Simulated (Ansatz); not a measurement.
# TiTeS monolayer, Janus: modes against biaxial strain in the plane of the sheet, part 2 of 2

Aim: how do the optical modes of TiTeS monolayer, Janus shift and split under this strain?

Ansatz 0.2.0; DFT PBEsol, scalar-relativistic, plane waves, PAW; PAW set soft_1.

So far, highest optical mode at the zone centre (no LO-TO term) (cm⁻¹): step 5 (modes at rest) 368.

**7. Modes of this member: biaxial strain of +5 % in the plane of the sheet (continued)**

Patterns of degenerate modes are one choice out of their space. Modes at Γ, with each element's share of the kinetic energy:

```csv
mode,frequency (cm⁻¹),symmetry,Ti %,S %,Te %
1,0.0,acoustic,23,15,61
2,0.0,acoustic,23,15,61
3,0.0,acoustic,23,15,61
4,117.3,E,44,18,38
5,117.3,E,44,18,38
6,199.6,A1,17,47,36
7,239.6,E,33,66,0
8,239.6,E,33,66,0
9,324.3,A1,60,37,3
```

Displacements in mode 4 (117.3 cm⁻¹), the largest set to 1:
```
Ti1  0.00  1.00  0.00
S2   0.00  0.79  0.00
Te3  0.00 -0.57  0.00
```

Displacements in mode 9 (324.3 cm⁻¹), the largest set to 1:
```
Ti1  0.00  0.00  1.00
S2   0.00  0.00 -0.96
Te3  0.00  0.00 -0.13
```

The lowest optical mode is real, 117 cm⁻¹, and the highest lies at 324.3 cm⁻¹.

For the highest optical mode at the zone centre (no LO-TO term), step 5 gave 368 cm⁻¹; this run, with strain 5 %, gives 324 cm⁻¹ (-12 %).

**8. A member of the series: biaxial strain of -3 % in the plane of the sheet**

The cell takes a biaxial strain of -3 % in the plane of the sheet. The cell is held, and the atoms relax in it.

Input file input.yaml:

```yaml
crystal:
  lattice:
    - [3.4149973708, 0.0, 0.0]
    - [-1.7074986854, 2.957474477, 0.0]
    - [0.0, 0.0, 30.0]
  atoms:
    - { symbol: Ti, position: [0.0, 0.0, 0.3393476156] }
    - { symbol: S, position: [0.3333333333, 0.6666666667, 0.3819161551] }
    - { symbol: Te, position: [0.6666666667, 0.3333333333, 0.2754028962] }
  periodic: [true, true, false]
kpoints:
  mp_grid: { grid: [15, 15, 1] }
hamiltonian:
  xc: pbesol
  pseudopotentials: { kind: paw, azcp: { folder: soft_1 }, xc_functional: pbe }
scf:
  occupations: { method: methfessel_paxton, width: 0.2 }
output:
  forces: true
  stress: true
  eigenvalues: true
relax:
  adjacent_minimum: "off"
  f_tol: 0.001
  max_steps: 60
```

Command:

```
ansatz run input.yaml --threads 4 --pin off --max-ram 16384MiB --backend cpu --events-out ev --progress --plain --runs-dir out
```

Elapsed: 24 s, on 4 threads of Arm Neoverse V1, shared host; peak memory 0.66 GiB; 93 s of CPU time.

Relaxation path:

```csv
step,energy less that of the first step (eV),largest force component (eV/Å)
1,0.0000,0.2263
2,-0.0007,0.2325
3,-0.0034,0.0325
4,-0.0034,0.0027
5,-0.0034,0.0000
```

The run keeps the 6 symmetry operations that it works with, so distortions that break them were not tested.

The atoms that moved most (Å):

```csv
atom,dx,dy,dz,length
S2,0.000,0.000,0.019,0.019
Te3,0.000,0.000,-0.016,0.016
```

Final coordinates:

```xyz
3
Lattice="3.4150 0.0000 0.0000 -1.7075 2.9575 0.0000 0.0000 0.0000 30.0000" Properties=species:S:1:pos:R:3
Ti    0.0000    0.0000   10.1776
S     0.0000    1.9716   11.4767
Te    1.7075    0.9858    8.2457
```

Numbers from this step:

```yaml
gap_on_the_k_mesh: 0 eV
area_per_atom: 3.367 Å²
```

The largest force component left is 0.041 meV/Å.

**9. Modes of this member: biaxial strain of -3 % in the plane of the sheet**

The zone-centre modes follow for biaxial strain of -3 % in the plane of the sheet.

input.yaml, the sections that differ from step 8:

```yaml
crystal:
  lattice:
    - [3.4149973708, 0.0, 0.0]
    - [-1.7074986854, 2.957474477, 0.0]
    - [0.0, 0.0, 30.0]
  atoms:
    - { symbol: Ti, position: [0.0, 0.0, 0.3392532922] }
    - { symbol: S, position: [0.3333333333, 0.6666666667, 0.3825550802] }
    - { symbol: Te, position: [0.6666666667, 0.3333333333, 0.2748582945] }
  periodic: [true, true, false]
output:
  eigenvalues: true
phonons:
  method: dfpt
# kpoints, hamiltonian, scf: as in step 8
# relax: removed
```

Wall time 1.7 min (4 threads); peak memory 1.8 GiB; 6.5 min of CPU time.

Numbers from this step:

```yaml
sum_rule_residual_before_enforcement: 6.78e-5 eV/Å²
highest_optical_mode_at_the_zone_centre_no_lo_to_term: 396.7 cm⁻¹
lowest_optical_zone_centre_mode: 122.6 cm⁻¹
```

Patterns of degenerate modes are one choice out of their space. Modes at Γ, with each element's share of the kinetic energy:

```csv
mode,frequency (cm⁻¹),symmetry,Ti %,S %,Te %
1,0.0,acoustic,23,15,61
2,0.0,acoustic,23,15,61
3,0.0,acoustic,23,15,61
4,122.6,E,35,27,38
5,122.6,E,35,27,38
6,209.2,A1,20,44,36
7,285.5,E,42,58,0
8,285.5,E,42,58,0
9,396.7,A1,57,41,2
```

The lowest optical mode is real, 123 cm⁻¹, and the highest lies at 396.7 cm⁻¹.

Between step 5 and this run (strain -3 %) the value for the highest optical mode at the zone centre (no LO-TO term) moves from 368 cm⁻¹ to 397 cm⁻¹ (+8 %).

**10. All members side by side**

The members are set side by side, also those not shown above.

Energies are extrapolated to zero smearing, and E0 is that at rest; the cell is clamped and the atoms are relaxed; all runs use 15×15×1 k points and Methfessel-Paxton smearing of 0.2 eV. State of the crystal along the series:

```csv
strain (%),E - E0 (meV/atom),gap on mesh (eV)
-3,15.49,0
-2,6.762,0
-1,1.681,0
0,0,0
1,1.526,0
2,6.102,0
3,13.64,0
4,24.13,0
5,37.57,0.08362
```

Optical modes are counted from below at rest and tracked from member to member by their patterns, and modes that stay within 0.3 cm⁻¹ of each other stand once; labels, where given, are those at rest; the cell is clamped and the atoms are relaxed; all runs use 15×15×1 k points and Methfessel-Paxton smearing of 0.2 eV. Optical modes along the series:

```csv
strain (%),optical mode 1 E (cm⁻¹),optical mode 2 A1 (cm⁻¹),optical mode 3 E (cm⁻¹),optical mode 4 A1 (cm⁻¹)
-3,122.6,209.2,285.5,396.7
-2,122.8,207.6,279.6,387.1
-1,122,206.2,272.4,377.4
0,120.4,205,265,367.9
1,118.5,203.8,259,358.9
2,117.5,202.5,254.8,350.7
3,117.5,201.5,251.5,343
4,117.8,200.7,246.8,334.6
5,117.3,199.6,239.6,324.3
```

Value and slope at zero strain of a cubic (a lower polynomial where under five rows exist) through the rows within 2 % of rest. Slopes at rest:

```csv
mode,frequency (cm⁻¹),shift per percent of strain (cm⁻¹)
optical mode 1 E,120.3,-1.88
optical mode 2 A1,205,-1.23
optical mode 3 E,265.1,-6.9
optical mode 4 A1,367.9,-9.29
```

**11. Outcome**

```json
{
  "members": "9",
  "highest optical mode at the zone centre (no LO-TO term), at rest": "367.9 cm⁻¹",
  "optical mode 1 E, shift per percent": "-1.88 cm⁻¹",
  "optical mode 2 A1, shift per percent": "-1.23 cm⁻¹",
  "optical mode 3 E, shift per percent": "-6.90 cm⁻¹",
  "optical mode 4 A1, shift per percent": "-9.29 cm⁻¹"
}
```

Within 2 % of rest optical mode 1 E and optical mode 3 E bend away from a straight line, so a single slope holds only near rest. The fastest shift in the table of slopes is -9.3 cm⁻¹ for each percent (optical mode 4 A1). These are harmonic frequencies at zero temperature: anharmonic shifts, linewidths and thermal expansion are left out. Spin-orbit coupling is left out, which can matter for the heavy elements here. With no gap, or one that is small against the smearing, the frequencies hang on the k mesh and the smearing, most of all near Kohn anomalies. A semilocal functional can close a gap that the real compound would have, so the metallic treatment may be an artefact of the level. The starting cell was built on a prototype and not taken from a measurement. The PAW files were made for PBE; the program adapts parts of them to the functional of the run, but their partial waves stay those of PBE, an approximation that was not tested in this session. Only the zone centre was solved, so an instability at another wavevector cannot show here.

[Logs are printed without paths, hosts, clocks, repeated set-up lines and the standing remarks that a program may print on its own settings, such as how far it seeks lower states.]

[Hosts, paths, dates, database ids (printed as entryN), source tags and the programs' standing remarks are cut or masked in the printed files.]
